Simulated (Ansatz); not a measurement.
# YbB: relaxing a made-up structure, part 2 of 2

Starting from a made-up structure for YbB, the aim is the relaxed cell, its shortest contacts and, where a second run follows, its electronic structure.

Ansatz 0.2.0; DFT, PBE, plane-wave PAW, default files, scalar-relativistic, ferromagnetic start, cell and ions relaxed at zero pressure (the session's first sound run).

So far: The starting structure; Relaxation of the guess. The relaxed cell has a, b, c = 3.520, 12.937, 3.167 Å (conventional setting).

**3. Bands of the relaxed cell**

With the geometry fixed, one more self-consistent run, with a narrower smearing and the mesh shown in its input, gives the bands, and its pressure, and its forces where symmetry allows any, show how far the geometry depends on these settings.

This step: DFT, PBE, plane-wave PAW, default files, scalar-relativistic, no spin, bands and density of states at the relaxed cell (Ansatz 0.2.0).

File input.yaml:

```yaml
crystal:
  lattice:
    - [1.7602293385, -6.4684450195, 0.0]
    - [1.7602293385, 6.4684450195, 0.0]
    - [0.0, 0.0, 3.1671154214]
  atoms:
    - { symbol: Yb, position: [0.8699784354, 0.1300215646, 0.25] }
    - { symbol: Yb, position: [0.1300215646, 0.8699784354, 0.75] }
    - { symbol: B, position: [0.5188264071, 0.4811735929, 0.25] }
    - { symbol: B, position: [0.4811735929, 0.5188264071, 0.75] }
kpoints:
  mp_grid: { grid: [10, 10, 10] }
  band_path:
    path:
      - [[0.0, 0.0, 0.0], [0.26851308, 0.26851308, 0.0], [0.0, 0.5, 0.0], [0.0, 0.5, 0.5], [0.26851308, 0.26851308, 0.5], [0.0, 0.0, 0.5], [0.0, 0.0, 0.0], [-0.5, 0.5, 0.0], [-0.26851308, 0.73148692, 0.0], [-0.26851308, 0.73148692, 0.5], [-0.5, 0.5, 0.5], [-0.5, 0.5, 0.0]]
      - [[0.0, 0.0, 0.5], [-0.5, 0.5, 0.5]]
    npoints: 6
scf:
  occupations: { method: fermi_dirac, width: 0.03 }
  n_extra_bands: 8
hamiltonian:
  xc: pbe
  pseudopotentials: { kind: paw }
output:
  forces: true
  stress: true
  write_bands: true
  dos: { projected: true }
  write_density: true
  write_potential: true
  elf: true
  volumetric_format: npy
```

Command:

```sh
ansatz run input.yaml --threads 4 --pin off --max-ram 8192MiB --backend cpu --events-out ev --progress --plain --runs-dir out
```

Numbers of over 12 decimals in the logs are rounded to 6 here.

Output:

```text
Yb: projections on atomic orbitals take those of the free atom [Kr 4d10] 4f14 5s2 5p6 5d0 6s2, of charge +0.00 (hamiltonian.pseudopotentials.projection_atoms); the dataset's partial waves leave at most 1.5e-4 of an orbital's norm unspanned inside its sphere
[...]
Crystal: 4 atoms, lattice volume = 72.121 Å³
Basis set: ecut = 420 eV, 1395 PW (Γ), exchange–correlation on 90×90×48 points (8 copies of the dense FFT grid, shifted against one another)
Bands: 35, of which v1, the nominal top of the filled ones, is band 27 counted from 1 (26 counted from 0)
Symmetry: 8 space group operations
[...]
k-points: 186 of 1000
[...]
SCF iter   1: F=—  HF=-27902.929893 eV  |F-HF|=—  |Δ(HF+E_count)|=         —  Δρ=1.68e-2  dr2=2.43e-1  ethr=1.77e-3  ⟨swp⟩=5.4  Hψ=26654  notcnv=0  defer=8
[...]
SCF iter   9: F=-27902.893211 eV  HF=-27902.893211 eV  |F-HF|=1.57e-8  |Δ(HF+E_count)|=   5.45e-8  Δρ=4.28e-6  dr2=1.43e-8  ethr=1.85e-10  ⟨swp⟩=15.4  Hψ=59956  notcnv=0
SCF 1 converged in 9 iterations: F = -27902.893211 eV  dr2 = 1.43e-8
[...]
NSCF: frozen V_eff on 74 k-points
SCF converged after 9 iterations
Free energy (F): -27902.893211 eV
[...]
Internal energy: -27902.883143 eV  (E = F + TS)
E sigma→0 (E₀):  -27902.888177 eV
Entropy (-TS):   -0.010069 eV (-2.517 meV/atom)
Fermi energy:    12.307910 eV
[...]
--- Forces (eV/Å), atoms counted from 1 ---
  atom   1  Yb     0.00000000    -0.00604578     0.00000000
  atom   2  Yb     0.00000000     0.00604578     0.00000000
  atom   3  B      0.00000000     0.01124980     0.00000000
  atom   4  B      0.00000000    -0.01124980     0.00000000
  max |Σ_I F_I| component: 0.00e0 eV/Å
--- Stress (GPa, compression-positive) ---
        0.043870       0.000000       0.000000
        0.000000       0.055998       0.000000
        0.000000       0.000000      -0.258401
  P = ⅓ Tr σ = -0.0528 GPa (-0.528 kbar)
--- Band table (eV; the first three rows and the last of 186) ---
  k-point 0: bands = [... 23 lower, 11.9996, 12.0505, 12.0685, 12.1995, 12.6725, 13.5126, 13.9916, 16.3707, ... 4 higher]
  k-point 1: bands = [... 23 lower, 12.0037, 12.0113, 12.0314, 12.2104, 13.1285, 13.6147, 14.1273, 16.3571, ... 4 higher]
  k-point 2: bands = [... 23 lower, 11.9987, 12.0083, 12.0096, 12.2469, 13.7229, 13.9559, 14.4603, 16.1381, ... 4 higher]
  k-point 185: bands = [... 23 lower, 12.0463, 12.0653, 12.0653, 12.9219, 12.9219, 13.2472, 13.2472, 15.4135, ... 4 higher]
```

The job ended after 20 s (4 threads of Arm Neoverse N1, shared host; peak memory 0.64 GiB; 78 s of CPU time).

Numbers from this step:

| Item | Value |
| --- | --- |
| free energy | -27902.8932 eV |
| energy at zero smearing | -27902.8882 eV |
| smearing term TS | 0.01007 eV |
| Fermi energy | 12.31 eV |
| pressure | -0.05284 GPa |

bands.tsv at the labelled points (eV, zero at the Fermi level; the bands that come nearest the Fermi level along the path):

```
point  band 24  band 25  band 26  band 27  band 28  band 29  band 30  band 31
    Γ    -0.31    -0.26    -0.24    -0.11     0.36     1.20     1.68     4.06
    X    -0.28    -0.27    -0.26    -0.23     0.18     0.82     1.47     5.09
    S    -0.27    -0.27    -0.27    -0.22     0.10     0.65     1.71     4.92
    R    -0.29    -0.28    -0.28    -0.23    -0.23     1.99     1.99     4.00
    A    -0.30    -0.27    -0.27    -0.25    -0.25     2.10     2.10     4.05
    Z    -0.26    -0.22    -0.22     0.42     0.42     0.76     0.76     3.79
    Γ    -0.31    -0.26    -0.24    -0.11     0.36     1.20     1.68     4.06
    Y    -0.28    -0.27    -0.21    -0.19     0.03     0.64     0.85     5.60
   X1    -0.28    -0.27    -0.26    -0.23     0.18     0.82     1.47     5.09
   A1    -0.30    -0.27    -0.27    -0.25    -0.25     2.10     2.10     4.05
    T    -0.26    -0.24    -0.24     0.61     0.61     0.94     0.94     3.11
    Y    -0.28    -0.27    -0.21    -0.19     0.03     0.64     0.85     5.60
    Z    -0.26    -0.22    -0.22     0.42     0.42     0.76     0.76     3.79
    T    -0.26    -0.24    -0.24     0.61     0.61     0.94     0.94     3.11
```

Counts of states for the cell as run, both spins, by energy window (eV from the Fermi level):

```csv
from,to,total
-8,-7,0.47
-7,-6,0.40
-6,-5,0.40
-5,-4,1.05
-4,-3,1.38
-3,-2,1.75
-2,-1,1.83
-1,0,29.04
0,1,2.21
1,2,2.93
2,3,1.13
3,4,1.67
4,5,2.51
```

Below -8 eV lie 17.7 more states.

Electrostatic potential energy in the ab plane of the cell as run, not the conventional one, at fractional z = 0.250, with atoms of Yb and B within 0.2 Å of it. With pseudopotentials it is smooth inside the atoms' cores, unlike the true potential.

Ten even steps from '0' (-49 eV) to '9' (15 eV), each cell a mean:
```
9999999999974224799
9999999999864458999
9999999999866789999
9999999998888899999
9999999999899999999
9999999999998789999
9999999999975689999
9999999998523699999
9999999985104899999
9988899850038999999
8777899610379999999
6557897414899999998
3357986458999999975
1368987799999999742
1589999999999997300
4799999999999973000
7999999999999740003
9999999999998510036
9999999999986301369
```
Columns run along a (6.7 Å; values clipped at the 3rd and 97th percentile), rows up along b (6.7 Å). Atoms in or near the plane, at fractional coordinates: Yb at (0.87, 0.13), B at (0.52, 0.48).

Valence density in the ab plane of the cell as run, not the conventional one, at fractional z = 0.250, with atoms of Yb and B within 0.2 Å of it. It is the smooth field of the valence electrons, not physical close to the nuclei.

Ten steps, logarithmic in the rise over the least value, from '0' (0 e/Å³) to '9' (34 e/Å³), each cell a mean:
```
0000000000014664200
0000000000023431000
0000000000122210000
0000000000011100000
0000000000000111000
0000000000011111000
0000000000111110000
0000000001112110000
0000000011111100000
0000000111111000000
0111001111110000000
2331011211100000001
5531011111000000013
7521111110000000247
7410111000000002589
5100000000000026898
2000000000000158996
0000000000001479862
0000000000003688520
```
Columns run along a (6.7 Å), rows up along b (6.7 Å). Atoms in or near the plane, at fractional coordinates: Yb at (0.87, 0.13), B at (0.52, 0.48).

ELF in the ab plane of the cell as run, not the conventional one, at fractional z = 0.250, with atoms of Yb and B within 0.2 Å of it. It is the smooth field of the valence electrons, not physical close to the nuclei.

Ten even steps from '_' (0.02) to '@' (0.80), each cell a mean:
```
::::..______::==++::__--##@@@@##--__..
::..______..==++--__..++####++::..::--
..______..==**==..__::====--..::==++--
..____..--**++::____........==****++::
____..--****--..______..--++######==..
..::==****--..____..::++****##%%**--..
::==++++--..____..--++++==**%%##==::..
==++==::______..==**==::::**%%**--::--
==::..______..==**==____==%%##++--==++
..__....____--**==____--%%%%**==++++==
..::--::....++++..__--##%%##++++++--..
==****--..==**--..==##%%##**++++--....
%%%%**::::****==++%%%%##****++::..::**
@@%%==..==######%%%%**++**++::__--##@@
@@**..--**%%%%%%##++++++++::__--%%@@@@
##::..++######++====++++::__--%%@@%%@@
--..--++**++==----==++--..--%%@@%%@@%%
__::====--::..::--++--..::##@@@@@@%%==
..::--::..__..::++==....++@@@@@@%%==__
```
Columns run along a (6.7 Å), rows up along b (6.7 Å). Atoms in or near the plane, at fractional coordinates: Yb at (0.87, 0.13), B at (0.52, 0.48).

**4. Outcome**

| Quantity | Value |
| --- | --- |
| space group, relaxed | Cmcm |
| conventional cell | a = 3.520, b = 12.937, c = 3.167 Å; α = 90.0°, β = 90.0°, γ = 90.0° |
| volume per atom | 18.03 Å³ (guess 19.24) |
| total moment | 0.00 μB in the cell of 4 atoms |

YbB relaxes to Cmcm with a = 3.520, b = 12.937 and c = 3.167 Å. The guessed volume was 7 % too large. The space group Cmcm was held in the relaxation, so the end point is a stationary structure within it and may be a saddle against distortions or other arrangements. The moments died out from this one start and weren't seeded again at the relaxed cell. The f shell may be open and has no Hubbard U, so its place in energy and the volume are uncertain. Bands cross the Fermi level, so it is a metal or semimetal at this level. On the 10×10×10 mesh with the narrower smearing (relaxed on 8×8×7) the largest force component is 0.011 eV/Å and the largest stress component is 0.258 GPa, against the relaxation's thresholds of 0.015 eV/Å and 0.05 GPa. The cutoff wasn't tested. A vector of the cell changed its length by 21 %, so the starting arrangement is largely lost and the mesh was laid for another shape. Spin-orbit coupling is left out, which can matter for elements this heavy. No dispersion term is used, so weakly bound directions may come out too long. Nothing here tests whether the compound is stable against decomposition.

[Logs are printed without paths, hosts, clocks, repeated set-up lines and the standing remarks that a program may print on its own settings, such as how far it seeks lower states.]

[Hosts, paths, dates, database ids (printed as entryN), source tags and the programs' standing remarks are cut or masked in the printed files.]
